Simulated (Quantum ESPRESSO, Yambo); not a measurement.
# Excitons of CdWO4 (P2/c): kernels and approximations, part 2 of 3

Aim: the absorption spectrum of CdWO4 (P2/c) with electron-hole interaction, and what each part of the kernel does.

Quantum ESPRESSO 7.5 and Yambo 5.3.0; LDA and many-body steps on it, plane waves. Known limits of the many-body steps: not at the basis limit; d shell near the gap, gap tends to lie low; no spin-orbit coupling; coarse k mesh; bindings not settled in the k mesh.

So far. Step 4 (Screening and self-energy, 4×2×2 mesh, 216 bands …): The gap on the mesh goes from 3.00 eV to 4.80 eV, a correction of +1.81 eV. Step 5 (Excitons): The lowest state lies at 4.184 eV, 0.619 eV under the direct gap.

**6. Triplet (no exchange term)**

Level of this step: Bethe-Salpeter equation on LDA with a scissors shift, plane waves, norm-conserving pseudopotentials (Yambo).

bse4.in reads:

```
optics
bss
bse
em1s
dipoles
rim_cut
RandQpts= 1000000
RandGvec= 1 RL
Chimod= "HARTREE"
BSKmod= "SEX"
BSEmod= "resonant"
BSSmod= "d"
BSENGexx= 1 RL
BSENGBlk= 6 Ry
% BSEQptR
 1 | 1 |
%
% BSEBands
 45 | 66 |
%
% BEnRange
 0 | 8 | eV
%
% BDmRange
 0.1 | 0.1 | eV
%
BEnSteps= 161
% BLongDir
 1 | 0 | 0 |
%
% BndsRnXs
 1 | 131 |
%
NGsBlkXs= 6 Ry
% LongDrXs
 1 | 1 | 1 |
%
% KfnQP_E
 1.805 | 1.0 | 1.0 |
%
WRbsWF
```

Command:

```console
$ OMP_NUM_THREADS=1 mpirun -n 8 yambo -F bse4.in -J bse4,bse3_W -C bse4 > bse4.log
```

The program printed:

```text
 Yambo, version 5.3.0

 [02] CORE Variables Setup
 =========================

  [... cell, symmetries and grids as in the set-up ...]

  [02.05] Energies & Occupations
  ==============================

  [X] === General ===
  [X] Electronic Temperature                        :  0.000000  0.000000 [eV K]
  [X] Bosonic    Temperature                        :  0.000000  0.000000 [eV K]
  [X] Finite Temperature mode                       : no
  [X] El. density                                   :  0.77146E+24 [cm-3]
  [X] Fermi Level                                   :  8.728327 [eV]

  [X] === Gaps and Widths ===
  [X] Conduction Band Min                           :  2.997649 [eV]
  [X] Valence Band Max                              :  0.000000 [eV]
  [X] Filled Bands                                  :   58
  [X] Empty Bands                                   :   59  216
  [X] Direct Gap                                    :  2.997649 [eV]
  [X] Direct Gap localized at k                     :  3
  [X] Indirect Gap                                  :  2.997649 [eV]
  [X] Indirect Gap between kpts                     :  3  3
  [X] Last valence band width                       :  0.441199 [eV]
  [X] 1st conduction band width                     :  0.717368 [eV]

 [03] Transferred momenta grid and indexing
 ==========================================

 IBZ Q-points                                      :  12
 BZ  Q-points                                      :  16

 K/Q-points units:
 rlu = crystal or reduced units; cc = cartesian coordinates; iku = interal k-units

 Q [ 1]         [rlu]:  0.000000  0.000000  0.000000
 Q [ 2]         [rlu]:  0.35366E-17   0.0000     -0.50000
 Q [ 3]         [rlu]:  0.000000 -0.500000  0.000000
[...]
[K+QP] Direct Gap                                 :  4.802649 [eV]
  [K+QP] Direct Gap localized at k                  :  3
  [K+QP] Indirect Gap                               :  4.802649 [eV]
  [K+QP] Indirect Gap between kpts                  :  3  3
  [K+QP] Last valence band width                    :  0.441199 [eV]
  [K+QP] 1st conduction band width                  :  0.717368 [eV]

  [coarse-grid] Minimum Bare Gap        [ev]:  2.997649
  [coarse-grid] Minimum Gap Correction  [ev]:  1.805000

  Eqp @ K [ 1]
  -99.45815 -99.45799 -74.05572 -74.04988 -60.65463 -60.65231 -60.64339 -60.64115
  -60.61351 -60.61335 -38.42958 -38.40300 -38.39393 -38.31560 -38.31544 -38.24455
  -17.72640 -16.55433 -16.33939 -16.32500 -16.31049 -16.11747 -15.90156 -15.72812
[...]
[... 3 further rows ...]
[...]
Eqp @ K [ 2]
[...]
[... 3 further rows ...]
[...]
Eqp @ K [ 3]
[...]
[... 3 further rows ...]
[...]
Eqp @ K [ 8]
[...]
[... 3 further rows ...]
[...]
Eqp @ K [ 9]
[...]
[... 45 further rows ...]
   26.27362  26.27362  26.56518  26.56518  26.95348  26.95348  28.20835  28.20835
   28.76967  28.76967  29.81431  29.81431  30.30754  30.30754  31.31148  31.31148

 [06] Dipoles
 ============

  [06.01] Setup: observables and procedures
  =========================================

  [WARNING] [r,Vnl^pseudo] included in position and velocity dipoles.

  [WARNING] In case H contains other non local terms, these are neglected

 [07] Static Dielectric Matrix
 =============================

    [08.01.05.02] Main kernel loop
    ==============================

    [08.01.05.03] Wave-Function Phases
    ==================================

    [BSE] WF phases found       :  70.83333 [o/o]

   [08.01.06] BSE solver(s) @q1
   ============================

   [SLK-Digonalization]  Pools        :  2
   [SLK-Digonalization]  BLACS grid   :  2  2

   [08.01.07] Diago Solver @q1
   ===========================

 [11] Game Over & Game summary
```

Elapsed: 43 s, on 8 MPI ranks of Arm Neoverse V2, shared host; peak memory 3.6 GiB; 5.5 min of CPU time.

The lowest triplet lies at 4.135 eV; without spin-orbit coupling triplets are dark, so no spectrum is read.

**7. Field along z**

bse5.in reads:

```
optics
bss
bse
em1s
dipoles
rim_cut
RandQpts= 1000000
RandGvec= 1 RL
Chimod= "HARTREE"
BSKmod= "SEX"
BSEmod= "resonant"
BSSmod= "h"
BSENGexx= 30 Ry
BSENGBlk= 6 Ry
% BSEQptR
 1 | 1 |
%
% BSEBands
 39 | 68 |
%
% BEnRange
 0 | 10 | eV
%
% BDmRange
 0.1 | 0.1 | eV
%
BEnSteps= 101
% BLongDir
 0 | 0 | 1 |
%
% BndsRnXs
 1 | 131 |
%
NGsBlkXs= 6 Ry
% LongDrXs
 1 | 1 | 1 |
%
% KfnQP_E
 1.805 | 1.0 | 1.0 |
%
BSHayTrs= -0.02
```

Command:

```console
$ OMP_NUM_THREADS=1 mpirun -n 8 yambo -F bse5.in -J bse5,bse3_W -C bse5 > bse5.log
```

The program printed:

```text
 Yambo, version 5.3.0

 [02] CORE Variables Setup
 =========================

  [... cell, symmetries and grids as in the set-up ...]

  [02.05] Energies & Occupations
  ==============================

  [X] === General ===
  [X] Electronic Temperature                        :  0.000000  0.000000 [eV K]
  [X] Bosonic    Temperature                        :  0.000000  0.000000 [eV K]
  [X] Finite Temperature mode                       : no
  [X] El. density                                   :  0.77146E+24 [cm-3]
  [X] Fermi Level                                   :  8.728327 [eV]

  [X] === Gaps and Widths ===
  [X] Conduction Band Min                           :  2.997649 [eV]
  [X] Valence Band Max                              :  0.000000 [eV]
  [X] Filled Bands                                  :   58
  [X] Empty Bands                                   :   59  216
  [X] Direct Gap                                    :  2.997649 [eV]
  [X] Direct Gap localized at k                     :  3
  [X] Indirect Gap                                  :  2.997649 [eV]
  [X] Indirect Gap between kpts                     :  3  3
  [X] Last valence band width                       :  0.441199 [eV]
  [X] 1st conduction band width                     :  0.717368 [eV]

 [03] Transferred momenta grid and indexing
 ==========================================

 IBZ Q-points                                      :  12
 BZ  Q-points                                      :  16

 K/Q-points units:
 rlu = crystal or reduced units; cc = cartesian coordinates; iku = interal k-units

 Q [ 1]         [rlu]:  0.000000  0.000000  0.000000
 Q [ 2]         [rlu]:  0.35366E-17   0.0000     -0.50000
 Q [ 3]         [rlu]:  0.000000 -0.500000  0.000000
[...]
[coarse-grid] Minimum Gap Correction  [ev]:  1.805000

  Eqp @ K [ 1]
  -99.45815 -99.45799 -74.05572 -74.04988 -60.65463 -60.65231 -60.64339 -60.64115
  -60.61351 -60.61335 -38.42958 -38.40300 -38.39393 -38.31560 -38.31544 -38.24455
  -17.72640 -16.55433 -16.33939 -16.32500 -16.31049 -16.11747 -15.90156 -15.72812
[...]
[... 3 further rows ...]
[...]
Eqp @ K [ 2]
[...]
[... 3 further rows ...]
[...]
Eqp @ K [ 3]
[...]
[... 3 further rows ...]
[...]
Eqp @ K [ 8]
[...]
[... 3 further rows ...]
[...]
Eqp @ K [ 9]
[...]
[... 45 further rows ...]
   26.27362  26.27362  26.56518  26.56518  26.95348  26.95348  28.20835  28.20835
   28.76967  28.76967  29.81431  29.81431  30.30754  30.30754  31.31148  31.31148

 [06] Dipoles
 ============

  [06.01] Setup: observables and procedures
  =========================================

  [WARNING] [r,Vnl^pseudo] included in position and velocity dipoles.

  [WARNING] In case H contains other non local terms, these are neglected

 [07] Static Dielectric Matrix
 =============================

    [08.01.05.02] Main kernel loop
    ==============================

    [08.01.05.03] Wave-Function Phases
    ==================================

    [BSE] WF phases found       :  70.83333 [o/o]

   [08.01.06] BSE solver(s) @q1
   ============================

   [08.01.07] Haydock Solver in the optics basis @q1 using the hermitian scheme
   ============================================================================

   Accuracy (requested)      : -0.020000 [o/o]

   [WARNING] [EPS_extend] Possible inaccuracy in the EPS prolungation

   [WARNING] [EPS_extend] Possible inaccuracy in the EPS prolungation

   [WARNING] [EPS_extend] Possible inaccuracy in the EPS prolungation

[...]
[WARNING] [EPS_extend] Possible inaccuracy in the EPS prolungation

   [WARNING] [EPS_extend] Possible inaccuracy in the EPS prolungation
   Iterations                :  144

 [11] Game Over & Game summary
```

Wall time 78 s (8 MPI ranks); peak memory 4.1 GiB.

This step gave:

```
transitions in the window           : 3200
direct gap of the transition levels : 4.803 eV
```

Field along z; broadening 0.1 eV; transition window only. Limits: finite bands, cutoff and mesh; d shell near the gap, gap tends to lie low; no spin-orbit coupling; coarse k mesh; exciton not shown settled in the k mesh. Table of ε₂ by photon energy; read off at these points:

```csv
photon energy (eV),BSE,no electron-hole interaction
0.00,0.0209,0.0164
0.30,0.0231,0.0179
0.50,0.0248,0.0190
0.80,0.0278,0.0208
1.10,0.0315,0.0230
1.40,0.0359,0.0255
1.60,0.0394,0.0274
1.90,0.0459,0.0308
2.20,0.0543,0.0349
2.40,0.0614,0.0381
2.70,0.0754,0.0439
3.00,0.0956,0.0512
3.20,0.115,0.0573
3.50,0.159,0.0690
3.80,0.250,0.0854
4.10,0.640,0.110
4.30,0.813,0.135
4.60,2.51,0.210
4.90,10.3,0.372
5.10,7.52,0.530
5.40,5.90,1.78
5.70,4.03,3.70
5.90,3.85,4.45
6.20,6.01,6.88
6.50,3.57,8.63
6.80,2.81,7.96
7.00,3.38,8.69
7.30,4.44,5.76
7.40,5.50,4.72
7.60,4.09,4.70
7.80,3.64,4.37
8.00,4.66,4.33
8.10,3.98,4.29
8.40,3.02,3.98
8.60,4.44,4.67
8.70,4.75,4.37
8.90,3.92,4.08
9.20,2.62,3.29
9.50,2.26,5.35
9.70,1.88,4.25
10.00,1.63,3.80
```

**8. Beyond Tamm-Dancoff**

bse6.in reads:

```
optics
bss
bse
em1s
dipoles
rim_cut
RandQpts= 1000000
RandGvec= 1 RL
Chimod= "HARTREE"
BSKmod= "SEX"
BSEmod= "coupling"
BSSmod= "d"
BSENGexx= 30 Ry
BSENGBlk= 6 Ry
% BSEQptR
 1 | 1 |
%
% BSEBands
 45 | 66 |
%
% BEnRange
 0 | 8 | eV
%
% BDmRange
 0.1 | 0.1 | eV
%
BEnSteps= 161
% BLongDir
 1 | 0 | 0 |
%
% BndsRnXs
 1 | 131 |
%
NGsBlkXs= 6 Ry
% LongDrXs
 1 | 1 | 1 |
%
% KfnQP_E
 1.805 | 1.0 | 1.0 |
%
WRbsWF
```

Command:

```console
$ OMP_NUM_THREADS=1 mpirun -n 8 yambo -F bse6.in -J bse6,bse3_W -C bse6 > bse6.log
```

The program printed:

```text
 Yambo, version 5.3.0

 [02] CORE Variables Setup
 =========================

  [... cell, symmetries and grids as in the set-up ...]

  [02.05] Energies & Occupations
  ==============================

  [X] === General ===
  [X] Electronic Temperature                        :  0.000000  0.000000 [eV K]
  [X] Bosonic    Temperature                        :  0.000000  0.000000 [eV K]
  [X] Finite Temperature mode                       : no
  [X] El. density                                   :  0.77146E+24 [cm-3]
[...]
[WARNING] In case H contains other non local terms, these are neglected

 [07] Static Dielectric Matrix
 =============================

    [08.01.05.02] Main kernel loop
    ==============================

    [08.01.05.03] Wave-Function Phases
    ==================================

    [BSE] WF phases found       :  70.83333 [o/o]

   [08.01.06] BSE solver(s) @q1
   ============================

   [SLK-Digonalization]  Pools        :  2
   [SLK-Digonalization]  BLACS grid   :  2  2

   [08.01.07] Diago Solver @q1
   ===========================

   [WARNING] Parallel non-herm diag not yet implemented. Switching to LK

 [11] Game Over & Game summary
```

Run time: 4.4 min. Hardware: 8 MPI ranks; peak memory 9.7 GiB; 33 min of CPU time.

This step gave:

| Quantity | Value |
| --- | --- |
| transitions in the window | 1792 |
| direct gap of the transition levels | 4.803 eV |
| lowest state | 4.186 eV |
| first strong exciton (over a fiftieth of the strongest listed) | 4.553 eV |
| binding of the lowest state below the direct gap | 0.6170 eV |
| Coulomb term of one mesh cell | 0.6141 eV |

The binding is 1.0 times the screened Coulomb term of one mesh cell (0.61 eV), so it is not shown settled.

The lowest state lies at 4.186 eV, 0.617 eV under the direct gap.

The ε₂ has structure finer than the step of the table below, so its rows give means over 0.25 eV, whole bins alone (the curve runs from 0 to 8 eV). Peaks (eV: height): BSE 4.650: 2.67, 5.850: 5.37, 7.150: 4.75; no electron-hole interaction 6.100: 11.7, 6.500: 12.0.

Field along x; broadening 0.1 eV; transition window only. Limits: finite bands, cutoff and mesh; d shell near the gap, gap tends to lie low; no spin-orbit coupling; coarse k mesh; exciton not shown settled in the k mesh. The ε₂ by photon energy; means over each step:

```csv
photon energy (eV),BSE,no electron-hole interaction
0.25,0.00229,0.00268
0.50,0.00463,0.00540
0.75,0.00707,0.00823
1.00,0.00968,0.0112
1.25,0.0125,0.0144
1.50,0.0157,0.0179
1.75,0.0193,0.0218
2.00,0.0235,0.0263
2.25,0.0285,0.0314
2.50,0.0347,0.0373
2.75,0.0425,0.0445
3.00,0.0528,0.0533
3.25,0.0671,0.0643
3.50,0.0882,0.0784
3.75,0.123,0.0973
4.00,0.194,0.124
4.25,0.403,0.163
4.50,1.60,0.228
4.75,2.38,0.363
5.00,2.20,0.702
5.25,3.51,2.55
5.50,4.16,3.41
5.75,4.92,6.19
6.00,5.04,10.4
6.25,4.64,9.98
6.50,3.78,10.9
6.75,3.60,9.05
7.00,4.12,7.17
7.25,4.21,5.96
7.50,4.21,5.33
7.75,3.81,4.89
```

**9. Finite momentum (q 2)**

bse7.in, as its differences from bse6.in of step 8:

```diff
@@ -10,3 +10,3 @@
 BSKmod= "SEX"
-BSEmod= "coupling"
+BSEmod= "resonant"
 BSSmod= "d"
@@ -15,6 +15,6 @@
 % BSEQptR
- 1 | 1 |
+ 2 | 2 |
 %
 % BSEBands
- 45 | 66 |
+ 47 | 64 |
 %
```

Command:

```console
$ OMP_NUM_THREADS=1 mpirun -n 8 yambo -F bse7.in -J bse7,bse3_W -C bse7 > bse7.log
```

The program printed:

```text
 Yambo, version 5.3.0

 [02] CORE Variables Setup
 =========================

  [... cell, symmetries and grids as in the set-up ...]

  [02.05] Energies & Occupations
  ==============================

  [X] === General ===
  [X] Electronic Temperature                        :  0.000000  0.000000 [eV K]
  [X] Bosonic    Temperature                        :  0.000000  0.000000 [eV K]
  [X] Finite Temperature mode                       : no
  [X] El. density                                   :  0.77146E+24 [cm-3]
[...]
=========================================

  [WARNING] [r,Vnl^pseudo] included in position and velocity dipoles.

  [WARNING] In case H contains other non local terms, these are neglected

 [07] Static Dielectric Matrix
 =============================

    [08.01.05.02] Main kernel loop
    ==============================

    [08.01.05.03] Wave-Function Phases
    ==================================

    [BSE] WF phases found       :  70.83333 [o/o]

   [08.01.06] BSE solver(s) @q2
   ============================

   [SLK-Digonalization]  Pools        :  2
   [SLK-Digonalization]  BLACS grid   :  2  2

   [08.01.07] Diago Solver @q2
   ===========================

 [11] Game Over & Game summary
```

It took 19 s on 8 MPI ranks; peak memory 3.4 GiB.

This step gave:

```yaml
transitions_in_the_window: 1152
lowest_state: 4.275 eV
first_strong_exciton_over_a_fiftieth_of_the_strongest_listed: 4.275 eV
```

The lowest state lies at 4.275 eV.

The ε₂ has structure finer than the step of the table below, so its rows give means over 0.25 eV, whole bins alone (the curve runs from 0 to 8 eV). Peaks (eV: height): BSE 5.350: 2.67, 6.900: 3.09; no electron-hole interaction 6.800: 4.37.

Longitudinal response along q; broadening 0.1 eV; transition window only; momentum transfer q number 2. Limits: finite bands, cutoff and mesh; d shell near the gap, gap tends to lie low; no spin-orbit coupling; coarse k mesh; exciton not shown settled in the k mesh. The ε₂ by photon energy; means over each step:

```csv
photon energy (eV),BSE,no electron-hole interaction
0.25,0.00756,0.00671
0.50,0.00825,0.00727
0.75,0.00905,0.00790
1.00,0.00997,0.00862
1.25,0.0110,0.00944
1.50,0.0123,0.0104
1.75,0.0138,0.0115
2.00,0.0157,0.0128
2.25,0.0179,0.0143
2.50,0.0207,0.0162
2.75,0.0244,0.0184
3.00,0.0292,0.0212
3.25,0.0359,0.0247
3.50,0.0459,0.0292
3.75,0.0630,0.0352
4.00,0.105,0.0437
4.25,0.257,0.0566
4.50,0.410,0.0797
4.75,0.846,0.152
5.00,1.33,0.325
5.25,2.27,0.583
5.50,2.42,0.855
5.75,2.22,1.39
6.00,2.13,2.37
6.25,2.34,3.32
6.50,2.42,3.78
6.75,2.87,4.20
7.00,2.95,4.26
7.25,2.40,3.70
7.50,2.21,3.36
7.75,1.58,2.44
```

**10. Finite momentum (q 3)**

bse8.in, as its differences from bse7.in of step 9:

```diff
@@ -15,3 +15,3 @@
 % BSEQptR
- 2 | 2 |
+ 3 | 3 |
 %
```

Command:

```console
$ OMP_NUM_THREADS=1 mpirun -n 8 yambo -F bse8.in -J bse8,bse3_W -C bse8 > bse8.log
```

The program printed:

```text
 Yambo, version 5.3.0

 [02] CORE Variables Setup
 =========================

  [... cell, symmetries and grids as in the set-up ...]

  [02.05] Energies & Occupations
  ==============================

  [X] === General ===
  [X] Electronic Temperature                        :  0.000000  0.000000 [eV K]
  [X] Bosonic    Temperature                        :  0.000000  0.000000 [eV K]
  [X] Finite Temperature mode                       : no
  [X] El. density                                   :  0.77146E+24 [cm-3]
[...]
=========================================

  [WARNING] [r,Vnl^pseudo] included in position and velocity dipoles.

  [WARNING] In case H contains other non local terms, these are neglected

 [07] Static Dielectric Matrix
 =============================

    [08.01.05.02] Main kernel loop
    ==============================

    [08.01.05.03] Wave-Function Phases
    ==================================

    [BSE] WF phases found       :  70.83333 [o/o]

   [08.01.06] BSE solver(s) @q3
   ============================

   [SLK-Digonalization]  Pools        :  2
   [SLK-Digonalization]  BLACS grid   :  2  2

   [08.01.07] Diago Solver @q3
   ===========================

 [11] Game Over & Game summary
```

It took 20 s on 8 MPI ranks; peak memory 3.4 GiB.

This step gave:

* transitions in the window: 1152
* lowest state: 4.329 eV
* first strong exciton (over a fiftieth of the strongest listed): 4.490 eV

The lowest state lies at 4.329 eV.

The ε₂ has structure finer than the step of the table below, so its rows give means over 0.2 eV, whole bins alone (the curve runs from 0 to 8 eV). Peaks (eV: height): BSE 5.85: 3.10, 6.60: 2.71; no electron-hole interaction 6.35: 5.50.

Longitudinal response along q; broadening 0.1 eV; transition window only; momentum transfer q number 3. Limits: finite bands, cutoff and mesh; d shell near the gap, gap tends to lie low; no spin-orbit coupling; coarse k mesh; exciton not shown settled in the k mesh. The ε₂ by photon energy; means over each step:

```csv
photon energy (eV),BSE,no electron-hole interaction
0.2,0.00694,0.00695
0.4,0.00742,0.00740
0.6,0.00794,0.00790
0.8,0.00852,0.00845
1.0,0.00918,0.00906
1.2,0.00991,0.00974
1.4,0.0107,0.0105
1.6,0.0117,0.0114
1.8,0.0128,0.0123
2.0,0.0141,0.0134
2.2,0.0155,0.0147
2.4,0.0173,0.0161
2.6,0.0194,0.0178
2.8,0.0219,0.0198
3.0,0.0251,0.0221
3.2,0.0291,0.0249
3.4,0.0344,0.0282
3.6,0.0417,0.0323
3.8,0.0524,0.0374
4.0,0.0703,0.0440
4.2,0.109,0.0526
4.4,0.260,0.0643
4.6,0.534,0.0813
4.8,0.508,0.109
5.0,0.981,0.167
5.2,1.47,0.289
5.4,1.60,0.531
5.6,1.90,0.960
5.8,2.79,1.84
6.0,2.17,3.08
6.2,2.01,4.39
6.4,2.08,5.19
6.6,2.53,4.67
6.8,2.12,4.34
7.0,2.02,3.68
7.2,2.05,3.61
7.4,1.95,2.77
7.6,1.68,2.34
7.8,1.79,2.20
```

**11. RPA with local fields (no direct term)**

bse9.in reads:

```
optics
bss
bse
em1s
dipoles
rim_cut
RandQpts= 1000000
RandGvec= 1 RL
Chimod= "HARTREE"
BSKmod= "HARTREE"
BSEmod= "resonant"
BSSmod= "h"
BSENGexx= 30 Ry
BSENGBlk= 6 Ry
% BSEQptR
 1 | 1 |
%
% BSEBands
 39 | 68 |
%
% BEnRange
 0 | 10 | eV
%
% BDmRange
 0.1 | 0.1 | eV
%
BEnSteps= 101
% BLongDir
 1 | 0 | 0 |
%
% BndsRnXs
 1 | 131 |
%
NGsBlkXs= 6 Ry
% LongDrXs
 1 | 1 | 1 |
%
% KfnQP_E
 1.805 | 1.0 | 1.0 |
%
BSHayTrs= -0.02
```

Command:

```console
$ OMP_NUM_THREADS=1 mpirun -n 8 yambo -F bse9.in -J bse9,bse3_W -C bse9 > bse9.log
```

The program printed:

```text
 Yambo, version 5.3.0

 [02] CORE Variables Setup
 =========================

  [... cell, symmetries and grids as in the set-up ...]

  [02.05] Energies & Occupations
  ==============================

  [X] === General ===
  [X] Electronic Temperature                        :  0.000000  0.000000 [eV K]
  [X] Bosonic    Temperature                        :  0.000000  0.000000 [eV K]
  [X] Finite Temperature mode                       : no
  [X] El. density                                   :  0.77146E+24 [cm-3]
[...]
[08.02] BSE solver(s) @q1
  =========================

  [08.03] Haydock Solver in the optics basis @q1 using the hermitian scheme
  =========================================================================

  Accuracy (requested)      : -0.020000 [o/o]

  [WARNING] [EPS_extend] Possible inaccuracy in the EPS prolungation

  [WARNING] [EPS_extend] Possible inaccuracy in the EPS prolungation

  [WARNING] [EPS_extend] Possible inaccuracy in the EPS prolungation

[...]
[WARNING] [EPS_extend] Possible inaccuracy in the EPS prolungation

  [WARNING] [EPS_extend] Possible inaccuracy in the EPS prolungation
  Iterations                :  137

 [11] Game Over & Game summary
```

Run time: 16 s. Hardware: 8 MPI ranks; peak memory 3.2 GiB.

This step gave:

| Item | Value |
| --- | --- |
| transitions in the window | 3200 |
| direct gap of the transition levels | 4.803 eV |

(Continued in part 3 of 3.)

[Paths, hosts, dates, memory and timing lines, banners, echoed tables and standing remarks are left out of the program output.]

[Logs are printed without paths, hosts, clocks, repeated set-up lines and the standing remarks that a program may print on its own settings, such as how far it seeks lower states.]

[Runs of the session that timed out or met a known fault of the program may be left out.]

[Hosts, paths, dates, database ids (printed as entryN), source tags and the programs' standing remarks are cut or masked in the printed files.]
